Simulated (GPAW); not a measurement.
# ZrCuSiP (P4/nmm): the Si K absorption edge, part 2 of 2

Aim: the near-edge shape at the Si K edge of ZrCuSiP (P4/nmm), and what the core hole does to it.

GPAW 26.7.0; X-ray absorption from dipole matrix elements to empty bands, plane-wave PAW LDA.

So far. Step 5 (Spectrum with XCH, Si atom 7): Main maxima below 24 eV (height): 0.3 eV (0.63), 2.0 eV (1.02), 5.2 eV (1.83), 7.6 eV (1.62) and 18.1 eV (0.92).  Step 5 (Spectrum with XCH, Si atom 7): The total-energy difference is 1842.96 eV. One term is added: -14.86 eV, since the hole is spin-paired here and a spin-polarised one costs that much less in the free atom (computed apart). The photon energy is then 1828.10 eV. The tabulated edge of the element is 1839 eV.

## Step 7: Spectrum with XCH, Si atom 7

A smaller cell brings the holes closer; here they are 3.6 Å apart.

Changed against the first core-hole run: supercell atoms from 16 to 8; the field's mesh follows (4×4×4 to 6×6×2).

xas.py

```python
import numpy as np
from ase import Atoms
from ase.parallel import parprint, paropen
from gpaw import GPAW, PW, FermiDirac, Mixer, MixerDif, setup_paths
from gpaw.test import gen
setup_paths.insert(0, '.')
gen('Si', name='fch1s', xcname='LDA', corehole=(1, 0, 1), write_xml=True)
from gpaw.mpi import world
world.barrier()

atoms = Atoms('Zr2Cu2P2Si2',
    cell=[[3.593484, 0, 0],
     [0, 3.593484, 0],
     [0, 0, 9.526377]],
    scaled_positions=[[0.5, 0, 0.228617],
     [0, 0.5, 0.771383],
     [0, 0, 0.5],
     [0.5, 0.5, 0.5],
     [0.5, 0, 0.671813],
     [0, 0.5, 0.328187],
     [0, 0, 0],
     [0.5, 0.5, 0]],
    pbc=True)
atoms.calc = calc = GPAW(legacy_gpaw=True, mode=PW(430, force_complex_dtype=True), xc='LDA', setups={6: 'fch1s'},
    kpts={'size': (6, 6, 2), 'gamma': True}, occupations=FermiDirac(0.1),
    charge=-1, mixer=Mixer(0.1, 5, 50), maxiter=150,
    convergence={'density': 0.0001, 'eigenstates': 1e-6}, txt='scf.txt')
energy = atoms.get_potential_energy() + calc.get_reference_energy()
ef = calc.get_fermi_level()
out = dict(energy=energy, fermi=ef, forces=atoms.get_forces().tolist())
parprint(f'all-electron energy {energy:.4f} eV, Fermi level {ef:.4f} eV')
ev = np.array([[calc.get_eigenvalues(k, s) for k in range(len(calc.get_ibz_k_points()))] for s in range(calc.get_number_of_spins())])
out['homo'], out['lumo'], out['counts'] = ev[ev < ef].max(), ev[ev > ef].min(), sorted(set((ev < ef).sum((0, 2)).tolist()))
out['filled'] = (ev[:, 0] < ef).sum(1).tolist()

from ase.units import Ha
from gpaw.xas import dipole_matrix_elements
nb = int(calc.get_number_of_electrons() / 2) + 86
top, nb = nb, nb + 8 + nb // 12
nscf = calc.fixed_density(kpts={'size': (7, 7, 3), 'gamma': True}, nbands=nb,
    convergence={'bands': top, 'eigenstates': 5e-3}, maxiter=60, txt='nscf.txt')
cell = atoms.cell.array
ops = [cell.T @ U.T @ np.linalg.inv(cell.T) for U in nscf.wfs.kd.symmetry.op_scc]
E = np.arange(-6, 34, 0.1)
fwhm = np.interp(E, [4, 25], [0.9, 3.5])
Y, X, zero, highest = 0, 0, 1e9, 1e9
for spin in range(nscf.get_number_of_spins()):
    wfs = nscf.wfs
    mine = wfs.bd.get_slice()  # this rank's bands
    A = dipole_matrix_elements(wfs.setups[6])
    eps = np.zeros((wfs.kd.nibzkpts, nb))
    d = np.zeros((3, A.shape[1], wfs.kd.nibzkpts, nb), complex)
    for kpt in wfs.kpt_u:
        if kpt.s == spin and 6 in kpt.P_ani:
            eps[kpt.k, mine] = kpt.eps_n * Ha
            d[:, :, kpt.k, mine] = (kpt.weight * wfs.nspins / 2) ** 0.5 * np.inner(A, kpt.P_ani[6])
    world.sum(eps)
    world.sum(d)
    T = np.einsum('amkn,bmkn->abkn', d, d.conj()).real
    T = sum(np.einsum('ai,ijkn,bj->abkn', R, T, R) for R in ops) / len(ops)
    empty = eps > ef
    zero, highest = min(zero, eps[empty].min()), min(highest, eps[:, top - 1].min())
    lines = [(eps, T, empty)] if spin == 0 else lines + [(eps, T, empty)]
for eps, T, empty in lines:
    f = np.einsum('aakn->akn', T).reshape(3, -1)
    x = eps.ravel() - zero
    w = np.interp(x, E, fwhm) / 2.35482
    g = np.exp(-0.5 * ((E[:, None] - x) / w) ** 2) / (w * (2 * np.pi) ** 0.5)
    Y = Y + (f * empty.ravel()) @ g.T
    X = X + (f * ~empty.ravel()) @ g.T
out.update(E=E.round(2).tolist(), xas=Y.tolist(), xes=X.tolist(), zero=zero, valid=highest - zero, nk=len(eps), nb=nb)
for i in range(0, len(E), 10):
    parprint(f'{E[i]:7.2f}', *(f'{v:10.3e}' for v in Y[:, i]))
import json
with paropen('out.json', 'w') as f:
    json.dump(out, f)
```

On the command line:

```
OMP_NUM_THREADS=1 mpirun -n 4 gpaw python xas.py
```

The job ended after 27 s (4 MPI ranks of Intel Xeon Platinum 8559C (Emerald Rapids), shared host; peak memory 0.31 GiB; 1.8 min of CPU time).

These settings depart from the first run's and aren't meant as converged.

The scaled spectrum changes by 10 % r.m.s. The highest intensity below 16 eV goes from 5.2 eV (1.83) to 5.1 eV (1.73).

| E (eV) | first run | this run |
| --- | --- | --- |
| -2.0 | 0.00 | 0.00 |
| -0.5 | 0.14 | 0.03 |
| 1.0 | 0.49 | 0.61 |
| 2.5 | 0.96 | 0.98 |
| 4.0 | 1.53 | 1.47 |
| 5.5 | 1.73 | 1.68 |
| 7.0 | 1.48 | 1.59 |
| 8.5 | 1.20 | 1.12 |
| 10.0 | 0.77 | 0.77 |
| 11.5 | 0.71 | 0.59 |
| 13.0 | 0.77 | 0.79 |
| 14.5 | 0.76 | 0.81 |
| 16.0 | 0.81 | 0.78 |
| 17.5 | 0.90 | 0.90 |
| 19.0 | 0.89 | 0.89 |
| 20.5 | 0.83 | 0.86 |
| 22.0 | 0.76 | 0.74 |
| 23.5 | 0.65 | 0.62 |
| 25.0 | 0.55 | 0.54 |
| 26.5 | 0.53 | 0.51 |
| 28.0 | 0.56 | 0.58 |
| 29.5 | 0.67 | 0.72 |
| 31.0 | 0.77 | 0.79 |

## Step 8: With and without the hole

Both curves are counted from their own zero, so only the shift of weight within the empty states shows.

| E (eV) | no hole | XCH |
| --- | --- | --- |
| -2.0 | 0.00 | 0.00 |
| -1.0 | 0.00 | 0.01 |
| 0.0 | 0.34 | 0.54 |
| 1.0 | 0.36 | 0.49 |
| 2.0 | 0.79 | 1.02 |
| 3.0 | 0.67 | 0.98 |
| 4.0 | 1.03 | 1.53 |
| 5.0 | 1.17 | 1.80 |
| 6.0 | 1.33 | 1.46 |
| 7.0 | 1.29 | 1.48 |
| 8.0 | 1.44 | 1.52 |
| 9.0 | 1.41 | 0.92 |
| 10.0 | 1.32 | 0.77 |
| 11.0 | 1.19 | 0.69 |
| 12.0 | 0.98 | 0.74 |
| 13.0 | 0.83 | 0.77 |
| 14.0 | 0.81 | 0.76 |
| 15.0 | 0.90 | 0.77 |
| 16.0 | 0.90 | 0.81 |
| 17.0 | 0.86 | 0.87 |
| 18.0 | 0.93 | 0.92 |
| 19.0 | 1.01 | 0.89 |
| 20.0 | 1.01 | 0.85 |
| 21.0 | 0.99 | 0.81 |
| 22.0 | 0.97 | 0.76 |
| 23.0 | 0.91 | 0.69 |
| 24.0 | 0.81 | 0.61 |
| 25.0 | 0.71 | 0.55 |
| 26.0 | 0.65 | 0.53 |
| 27.0 | 0.62 | 0.53 |
| 28.0 | 0.60 | 0.56 |
| 29.0 | 0.63 | 0.63 |
| 30.0 | 0.69 | 0.71 |
| 31.0 | 0.77 | 0.77 |

With each curve scaled to its own mean, the area from −2 to 6 eV with the hole is 7.1 against 5.0, and the centre of weight from −1 to 20 eV moves by -0.9 eV: the hole pulls the absorber's empty states down.

## Step 9: Outcome

- absorber and edge: Si K, atom 7 of the ground-state input (counted from 1)
- surroundings: 4 Si at 2.54 Å and 4 Zr at 2.82 Å (8-fold, site symmetry -4m2)
- highest intensity below 16 eV: 5.2 eV above the zero, height 1.83
- photon energy of the zero, with the added terms: 1828.1 eV (raw 1843.0 eV; LDA puts this hole about 8 eV below PBE, itself good to a few eV)

What this shows: The Si K edge of atom 7, with 4 Si at 2.54 Å and 4 Zr at 2.82 Å (8-fold, site symmetry -4m2), has its highest intensity of the first 16 eV at 5.2 eV above the zero, near 1833 eV in photon energy (LDA puts this hole about 8 eV below PBE, itself good to a few eV), 1.8 times the mean level of the first 20 eV (Gaussian full width 0.9 eV up to 4 eV, rising linearly to 3.5 eV at 25 eV). With each curve scaled to its own mean, the area from −2 to 6 eV with the hole is 7.1 against 5.0, and the centre of weight from −1 to 20 eV moves by -0.9 eV: the hole pulls the absorber's empty states down. A cell with holes 3.6 Å apart changes the curve by 10 % r.m.s. (10 % after the best shift). At the Si K edge of atom 7 polarisation matters most near 7.6 eV, where the curves differ by 1.3 on this scale. The holes are only 5.1 Å apart, so the shape is probably not converged with cell size; no larger cell was run here. The mesh is coarse (0.26 Å⁻¹ between points), so small maxima may be mesh ripples. The structure is a computed Materials Project entry and may be a hypothetical form.

[Logs are printed without paths, hosts, clocks, repeated set-up lines and the standing remarks that a program may print on its own settings, such as how far it seeks lower states.]

[Hosts, paths, dates, database ids (printed as entryN), source tags and the programs' standing remarks are cut or masked in the printed files.]

[Lists of maxima count a maximum above −3 eV only where it reaches 4 % of the highest in the window and stands out from its surroundings by 2 % of it (1.5 % where it reaches 55 %); shoulders and weaker maxima are passed over, and of the rest the first, up to two pre-edge ones and the few strongest are named.]
